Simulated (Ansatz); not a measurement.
# (KBr)2(NaI)1 [001] superlattice, started as rocksalt type: phonons and vibrational spectra, part 2 of 2

Task: relax (KBr)2(NaI)1 [001] superlattice, started as rocksalt type, then find its harmonic phonons.

Ansatz 0.2.0; DFT LDA, scalar-relativistic, plane waves, PAW.

So far. Step 4 (Tight relaxation): The largest force component left is 0.34 meV/Å and the pressure is -0.006 GPa, within the tolerances set. The cell now holds 31.81 Å³/atom. The relaxed cell has a = 4.471, c = 19.093 Å (conventional setting).

The structure was built from a prototype and need not be the compound's stable phase.

## Step 5: Linear response at the zone centre

The zone centre is the only wavevector solved here; it holds the modes that light can see, as far as symmetry allows. The response to a homogeneous field gives the Born charges and the dielectric tensor, and its change with displacement the Raman tensors.

input.yaml

```yaml
crystal:
  lattice:
    - [3.1615101205, 3.1615101205, 0.0]
    - [-3.1615101205, 3.1615101205, 0.0]
    - [3.1615101205, 0.0, 9.5466789502]
  atoms:
    - { symbol: Br, position: [0.5064288932, 0.4935711068, -0.0128577865] }
    - { symbol: Br, position: [0.8269044401, 0.1730955599, 0.3461911198] }
    - { symbol: I, position: [0.1666666667, 0.8333333333, 0.6666666667] }
    - { symbol: K, position: [-0.0056818331, 0.0056818331, 0.0113636662] }
    - { symbol: K, position: [0.3390151664, 0.6609848336, 0.3219696671] }
    - { symbol: Na, position: [0.6666666667, 0.3333333333, 0.6666666667] }
kpoints:
  mp_grid: { grid: [8, 8, 8] }
hamiltonian:
  xc: lda
scf:
  occupations: { method: fixed }
output:
  eigenvalues: true
phonons:
  method: dfpt
  dielectric: true
  rigid_motions: translations
  raman: true
```

On the command line:

```sh
> ansatz run input.yaml --threads 8 --pin off --max-ram 14336MiB --backend cpu --events-out ev --progress --plain --runs-dir out
```

Numbers of over 12 decimals in the logs are rounded to 6 here.

What it wrote:

```text
Warning: crystal.symmetry: narrowed to the stabiliser of the run's FFT grids — unitary ops 16 → 4. A phonons.method: dfpt run fills in the rows of the dynamical matrix that it does not solve by its symmetry operations, which is exact only for operations that map its FFT grids onto themselves: filled in by any other, the frequencies could depend on the order in which like atoms are typed, or, by more than the grids' own error, on where the crystal sits among the grids' points. Excluded: 12 operations. The run can therefore solve more perturbations, solve them on more k-points, or both, and cost more. [rest of the remark cut]
[...]
Crystal: 6 atoms, lattice volume = 190.841 Å³
Basis set: ecut = 420 eV, 3759 PW (Γ), exchange–correlation on 60×60×144 points (8 copies of the dense FFT grid, shifted against one another)
Bands: 35, of which v1, the nominal top of the filled ones, is band 29 counted from 1 (28 counted from 0)
Symmetry: 16 space group operations
k-points: 260 of 512 (irreducible under 1 space group operation, time reversal used)
[...]
SCF iter   1: F=—  HF=-17212.232280 eV  |F-HF|=—  |Δ(HF+E_count)|=         —  Δρ=5.28e-3  dr2=3.04e-2  ethr=1.77e-3  ⟨swp⟩=5.9  Hψ=35983  notcnv=0  defer=926
[...]
SCF iter   9: F=-17212.219954 eV  HF=-17212.219954 eV  |F-HF|=1.46e-11  |Δ(HF+E_count)|=  1.31e-10  Δρ=9.61e-8  dr2=1.97e-11  ethr=1.00e-12  ⟨swp⟩=19.4  Hψ=76602  notcnv=0
SCF 1 converged in 9 iterations: F = -17212.219954 eV  dr2 = 1.97e-11
[...]
NSCF: frozen V_eff on 3 k-points
DFPT response loops at Γ: preconditioner auto → Resta (q_TF=auto, 2.237 Å⁻¹)  ε∞=4.0 (no band partly filled); β = 1.00, the filter's whole step (`scf.mixing.beta` (0.50) is not read by the response loops at its default; to damp them type it under 1.00, their step now; it binds the ground state too); Broyden in place of MSR1
── the response to a field inside a basis, on 8×8×8 k-points: an SCF that follows is theirs, and a resumed run solves both again ──
Bands: 30, of which v1, the nominal top of the filled ones, is band 29 counted from 1 (28 counted from 0)
k-points: 144 of 512 (irreducible under 4 space group operations)
[...]
Eigensolver: Dense (144 Hₖ)
SCF iter   1: F=—  HF=-17212.191578 eV  |F-HF|=—  |Δ(HF+E_count)|=         —  Δρ=1.19e-4  dr2=6.60e-6  ethr=1.00e-1
[...]
SCF iter   5: F=-17212.191582 eV  HF=-17212.191582 eV  |F-HF|=1.09e-11  |Δ(HF+E_count)|=   1.34e-9  Δρ=1.65e-7  dr2=6.16e-11  ethr=3.94e-12
SCF 1 converged in 5 iterations: F = -17212.191582 eV  dr2 = 6.16e-11
[...]
SCF converged after 9 iterations
Free energy (F): -17212.219954 eV
[...]
Internal energy: -17212.219954 eV  (E = F + TS)
E sigma→0 (E₀):  -17212.219954 eV
Fermi energy:    2.481667 eV
[...]
--- Band table (eV; the first three rows and the last of 260) ---
  k-point 0: bands = [... 25 lower, 1.7612, 2.3438, 2.4671, 2.4671, 6.2743, 7.6696, 8.1243, 8.1443, ... 2 higher]
  k-point 1: bands = [... 25 lower, 1.7922, 2.2838, 2.4627, 2.4627, 6.3535, 7.6356, 8.0393, 8.2120, ... 2 higher]
  k-point 2: bands = [... 25 lower, 1.8219, 2.1282, 2.4518, 2.4518, 6.5679, 7.5738, 7.8240, 8.3693, ... 2 higher]
  k-point 259: bands = [... 25 lower, 1.3807, 1.5875, 1.7500, 2.0898, 7.5235, 7.6363, 8.1497, 8.8544, ... 2 higher]
--- Phonons (Γ-DFPT): 12 representative perturbations + reference, on 260 of 512 k-points (Σ response iterations 41) ---
  ASR residual: 1.006e-4 → 0.000e0 eV/Å²; symmetrization residual: 1.716e-5 eV/Å²
  The last average, over the group as it would stand without the narrowing to the FFT grids, took up to 6.000e-6 eV/Å² of the zone centre's force constants
  ASR residual per site (eV/Å²): 1.01e-4 1.01e-4 6.34e-5 6.74e-5 6.74e-5 6.56e-5
  Γ frequencies (cm⁻¹): 0.00 0.00 0.00 32.74 32.74 36.22 36.22 82.96 83.07 100.44 125.49 125.49 134.94 134.94 138.03 138.03 141.44 141.55
  ε∞ (high-frequency dielectric tensor):
        3.036983     0.000000     0.000000
        0.000000     3.036983     0.000000
        0.000000     0.000000     3.006716
  ε⁰ (static dielectric tensor: ions relaxed, cell fixed):
        5.633600    -0.000000     0.000000
       -0.000000     5.633600     0.000000
        0.000000     0.000000     6.457207
  ε⁰ − ε∞ (ionic part):
        2.596617    -0.000000     0.000000
       -0.000000     2.596617     0.000000
        0.000000     0.000000     3.450490
  softest optical mode at Γ: 32.74 cm⁻¹; the repairs (sum rule, projections) moved no ω² at Γ by more than (2.39 cm⁻¹)²
  Born effective charges Z* (e; rows j = field, columns β = displacement):
    site 0:
        -1.11634   -0.00000   -0.00000
        -0.00000   -1.11634    0.00000
        -0.00000    0.00000   -1.20485
    site 1:
        -1.11634    0.00000    0.00000
        -0.00000   -1.11634    0.00000
         0.00000    0.00000   -1.20485
    site 2:
        -1.15204    0.00000   -0.00000
         0.00000   -1.15204    0.00000
         0.00000    0.00000   -0.91080
    site 3:
         1.08845    0.00000   -0.00000
         0.00000    1.08845   -0.00000
        -0.00000    0.00000    1.13055
    site 4:
         1.08845    0.00000    0.00000
         0.00000    1.08845    0.00000
         0.00000   -0.00000    1.13055
    site 5:
         1.20781    0.00000   -0.00000
         0.00000    1.20781    0.00000
         0.00000    0.00000    1.05939
  Z* charge neutrality: 9.451e-3 e pre-enforcement
  solved inside a basis spanned on kpoints, on 8×8×8 k-points: ε∞ is read to err by 9.1e-3, Z* by 2.1e-2 e (field_mesh: kpoints solves on kpoints); Z* is corrected for what the basis lacks
  Raman tensors (in the event stream and the table raman_tensors.tsv): an entry may err by 1.1e-1 Å², one of the second-order susceptibility by 6.2e-20 pm/V (basis, points and sum rule); their sum over the sites missed zero by 9.714e-17 Å² ahead of its enforcement
  optical modes at Γ without the LO–TO term, one row a degenerate level:
      ω (cm⁻¹)  modes    IR ((D/Å)²/amu)  static Raman (Å⁴/amu)  depolarisation
         32.74      2             0.0114                 0.0000               —
         36.22      2             0.0000                 0.0913           0.750
         82.96      1             0.5330                 0.0000               —
         83.07      1             0.0000                 0.2346           0.081
        100.44      1             1.5648                 0.0000               —
        125.49      2             4.0472                 0.0000               —
        134.94      2             3.5873                 0.0000               —
        138.03      2             0.0000                 0.1103           0.750
        141.44      1             0.0000                 0.6172           0.038
        141.55      1             1.5259                 0.0000               —
  optical modes at Γ + LO–TO along q̂ = [1.0000, 0.0000, 0.0000]:
      ω (cm⁻¹)  modes    IR ((D/Å)²/amu)  static Raman (Å⁴/amu)  depolarisation
         32.74      1             0.0057                 0.0000               —
         32.91      1             0.0016                 0.0000               —
         36.22      2             0.0000                 0.0913           0.750
         82.96      1             0.5330                 0.0000               —
         83.07      1             0.0000                 0.2346           0.081
        100.44      1             1.5648                 0.0000               —
        125.49      1             2.0236                 0.0000               —
        130.17      1             0.0291                 0.0000               —
        134.94      1             1.7937                 0.0000               —
        138.03      2             0.0000                 0.1103           0.750
        141.44      1             0.0000                 0.6172           0.038
        141.55      1             1.5259                 0.0000               —
        176.27      1             3.7923                 0.0000               —
  optical modes at Γ + LO–TO along q̂ = [0.0000, 1.0000, 0.0000]:
      ω (cm⁻¹)  modes    IR ((D/Å)²/amu)  static Raman (Å⁴/amu)  depolarisation
         32.74      1             0.0057                 0.0000               —
         32.91      1             0.0016                 0.0000               —
         36.22      2             0.0000                 0.0913           0.750
         82.96      1             0.5330                 0.0000               —
         83.07      1             0.0000                 0.2346           0.081
        100.44      1             1.5648                 0.0000               —
        125.49      1             2.0236                 0.0000               —
        130.17      1             0.0291                 0.0000               —
        134.94      1             1.7937                 0.0000               —
        138.03      2             0.0000                 0.1103           0.750
        141.44      1             0.0000                 0.6172           0.038
        141.55      1             1.5259                 0.0000               —
        176.27      1             3.7923                 0.0000               —
  optical modes at Γ + LO–TO along q̂ = [0.0000, 0.0000, 1.0000]:
      ω (cm⁻¹)  modes    IR ((D/Å)²/amu)  static Raman (Å⁴/amu)  depolarisation
         32.74      2             0.0114                 0.0000               —
         36.22      2             0.0000                 0.0913           0.750
         83.07      1             0.0000                 0.2346           0.081
         86.18      1             0.0357                 0.0000               —
        117.08      1             0.4286                 0.0000               —
        125.49      2             4.0472                 0.0000               —
        134.94      2             3.5873                 0.0000               —
        138.03      2             0.0000                 0.1103           0.750
        141.44      1             0.0000                 0.6172           0.038
        171.29      1             3.1594                 0.0000               —
```

The job ended after 14 min (8 threads of Intel Xeon Platinum 8259CL at 2.50GHz (Skylake/Cascade Lake), shared host; peak memory 7.2 GiB; 1.7 h of CPU time).

Numbers from this step:

```yaml
sum_rule_residual_before_enforcement: 1.01e-4 eV/Å²
miss_of_the_charge_sum_rule: 0.009451 e
estimated_error_of_the_dielectric_tensor: 0.009069
estimated_error_of_the_born_charges: 0.02061 e
point_group: 4/mmm
highest_optical_mode_at_the_zone_centre_no_lo_to_term: 141.6 cm⁻¹
lowest_optical_zone_centre_mode: 32.74 cm⁻¹
mean_high_frequency_dielectric_constant: 3.027
largest_born_charge_third_of_the_trace: 1.158 e
mean_static_dielectric_constant: 5.908
top_of_the_zone_centre_spectrum_with_the_field: 176.3 cm⁻¹
```

Without the LO-TO term. Patterns of degenerate modes are one choice out of their space. Modes at Γ, with each element's share of the kinetic energy:

```csv
mode,frequency (cm⁻¹),symmetry,Br %,I %,K %,Na %
1,0.0,acoustic,41,33,20,6
2,0.0,acoustic,41,33,20,6
3,0.0,acoustic,41,33,20,6
4,32.7,Eu,24,55,14,7
5,32.7,Eu,24,55,14,7
6,36.2,Eg,69,0,31,0
7,36.2,Eg,69,0,31,0
8,83.0,A2u,53,43,1,3
9,83.1,A1g,99,0,1,0
10,100.4,A2u,1,12,0,87
11,125.5,Eu,1,12,0,87
12,125.5,Eu,1,12,0,87
13,134.9,Eu,34,0,65,1
14,134.9,Eu,34,0,65,1
15,138.0,Eg,31,0,69,0
16,138.0,Eg,31,0,69,0
17,141.4,A1g,1,0,99,0
18,141.6,A2u,5,13,78,4
```

Displacements in mode 4 (32.7 cm⁻¹), the largest set to 1:
```
Br1  0.12 -0.59  0.00
Br2  0.12 -0.59  0.00
I3  -0.21  1.00  0.00
K4   0.14 -0.65  0.00
K5   0.14 -0.65  0.00
Na6 -0.17  0.83  0.00
```

Displacements in mode 14 (134.9 cm⁻¹), the largest set to 1:
```
Br1  0.00 -0.50  0.00
Br2  0.00 -0.50  0.00
I3   0.00  0.05  0.00
K4   0.00  1.00  0.00
K5   0.00  1.00  0.00
Na6  0.00 -0.16  0.00
```

Optical modes at the zone centre, without and with the macroscopic field of the longitudinal modes; each column is sorted by frequency, so a row need not hold one and the same mode. Modes with and without the field, by row:

```csv
rank among optical modes,no field (cm⁻¹),"q along (1, 0, 0) (cm⁻¹)","q along (0, 0, 1) (cm⁻¹)"
1,32.7,32.7,32.7
2,32.7,32.9,32.7
3,36.2,36.2,36.2
4,36.2,36.2,36.2
5,83,83,83.1
6,83.1,83.1,86.2
7,100.4,100.4,117.1
8,125.5,125.5,125.5
9,125.5,130.2,125.5
10,134.9,134.9,134.9
11,134.9,138,134.9
12,138,138,138
13,138,141.4,138
14,141.4,141.6,141.4
15,141.6,176.3,171.3
```

Born charge (rows field, columns displacement) (e), principal values of the symmetric part by kind of site:

```csv
atom,atoms with these values,low,middle,high,mean
Br1,2,-1.20,-1.12,-1.12,-1.15
I3,1,-1.15,-1.15,-0.91,-1.07
K4,2,1.09,1.09,1.13,1.10
Na6,1,1.06,1.21,1.21,1.16
```

In full for Br1:

```
-1.12  0.00  0.00
 0.00 -1.12  0.00
 0.00  0.00 -1.20
```

High-frequency dielectric tensor:

```
3.04 0.00 0.00
0.00 3.04 0.00
0.00 0.00 3.01
```

Static dielectric tensor (ions relaxed, fixed cell):

```
5.63 0.00 0.00
0.00 5.63 0.00
0.00 0.00 6.46
```

Transverse modes. Infrared lines, with heights relative to the strongest:

```csv
position (cm⁻¹),lines merged,relative intensity
33,1,0.3
36,1,0.0
83,2,13
100,1,39
126,1,100
135,1,89
138,1,0.0
141,1,0.0
142,1,38
```

Activity x (w_L - w)^4 (n + 1)/w, 532 nm, 300 K; modes without the macroscopic field alone. Lines of the Raman spectrum (strongest = 100):

```csv
position (cm⁻¹),lines merged,relative intensity
33,1,0.0
36,1,100
83,2,54
100,1,0.0
126,1,0.0
135,1,0.0
138,1,10
141,1,55
142,1,0.0
```

Before it was imposed, the acoustic sum rule was missed by 1.0e-4 eV/Å² and the charge sum rule by 0.0095 e. Small misses are needed for a sound result but don't prove that mesh and cutoff are converged. The lowest optical mode is real, 32.7 cm⁻¹.

## Step 6: Isotope substitution, element Br, natural mass 79.904 amu

An isotope changes the mass and not the force constants, so no new electronic calculation is needed; the shifts show which modes move this element.

The same force constants with the mass of Br changed from 79.904 to 80.916 u (phonopy, no LO-TO term). Both lists are sorted by frequency; levels can cross, so a row need not hold one and the same mode. Modes under 3 cm⁻¹ are left out. Isotope shifts, by row:

```csv
q,rank,natural mass (cm⁻¹),changed mass (cm⁻¹)
0 0 0,4,32.74,32.69
0 0 0,5,32.74,32.69
0 0 0,6,36.22,36.06
0 0 0,7,36.22,36.06
0 0 0,8,82.96,82.55
0 0 0,9,83.07,82.68
0 0 0,10,100.4,100.4
0 0 0,11,125.5,125.5
0 0 0,12,125.5,125.5
0 0 0,13,134.9,134.7
0 0 0,14,134.9,134.7
0 0 0,15,138,137.8
0 0 0,16,138,137.8
0 0 0,17,141.4,141.4
0 0 0,18,141.6,141.5
```

A mode of this element alone would shift by -0.63 %. The highest zone-centre frequency without the field goes from 141.6 to 141.5 cm⁻¹ (-0.0 %). The product of the frequency ratios over all optical modes at Γ is 0.970; the product rule, (m/m′)^(3k/2) (M′/M)^(3/2) with k = 2 such atoms and M the mass of the cell, gives 0.970.

## Step 7: Isotope substitution, element K, natural mass 39.0983 amu

The same for K, from 39.10 to 40.96 u.

A mode of this element alone would shift by -2.30 %. The highest zone-centre frequency without the field goes from 141.6 to 139.0 cm⁻¹ (-1.8 %). The product of the frequency ratios over all optical modes at Γ is 0.882; the product rule, (m/m′)^(3k/2) (M′/M)^(3/2) with k = 2 such atoms and M the mass of the cell, gives 0.882.

## Step 8: Summary of results

```json
{
 "space group after relaxation (within 0.01 Å)": "I4/mmm",
 "volume per atom": "31.8 Å³",
 "gap on the k-mesh": "3.79 eV",
 "highest optical mode at the zone centre (no LO-TO term)": "142 cm⁻¹",
 "top of the zone-centre spectrum with the field": "176 cm⁻¹",
 "lowest optical zone-centre mode": "32.7 cm⁻¹",
 "mean high-frequency dielectric constant": "3.03",
 "mean static dielectric constant": "5.91",
 "largest Born charge (third of the trace)": "1.16 e",
 "imaginary modes at Γ (the only wavevector solved)": "none"
}
```

**Reading.** The structure is stable against zone-centre distortions, since no mode there is imaginary; other wavevectors were not solved, so zone-boundary instabilities are untested. Without the field, the optical modes at Γ span 33 to 142 cm⁻¹. No dispersion was computed. The highest mode in this list at Γ, 141.6 cm⁻¹, is mostly motion of K (78 % of the kinetic energy). With the macroscopic field of the longitudinal modes the top of the zone-centre spectrum lies at 176 cm⁻¹, against 142 cm⁻¹ without it. Lattice motion raises the mean dielectric constant from 3.027 to 5.908. The strongest infrared line is at 126 cm⁻¹. Averaged over orientations, the strongest Raman line at 532 nm and 300 K is at 36 cm⁻¹. Spin-orbit coupling is left out, which can matter for the heavy elements here. The starting cell was built on a prototype and not taken from a measurement, so the phase need not exist. These are harmonic frequencies at zero temperature: anharmonic shifts, linewidths and thermal expansion are left out.

[Logs are printed without paths, hosts, clocks, repeated set-up lines and the standing remarks that a program may print on its own settings, such as how far it seeks lower states.]

[Hosts, paths, dates, database ids (printed as entryN), source tags and the programs' standing remarks are cut or masked in the printed files.]
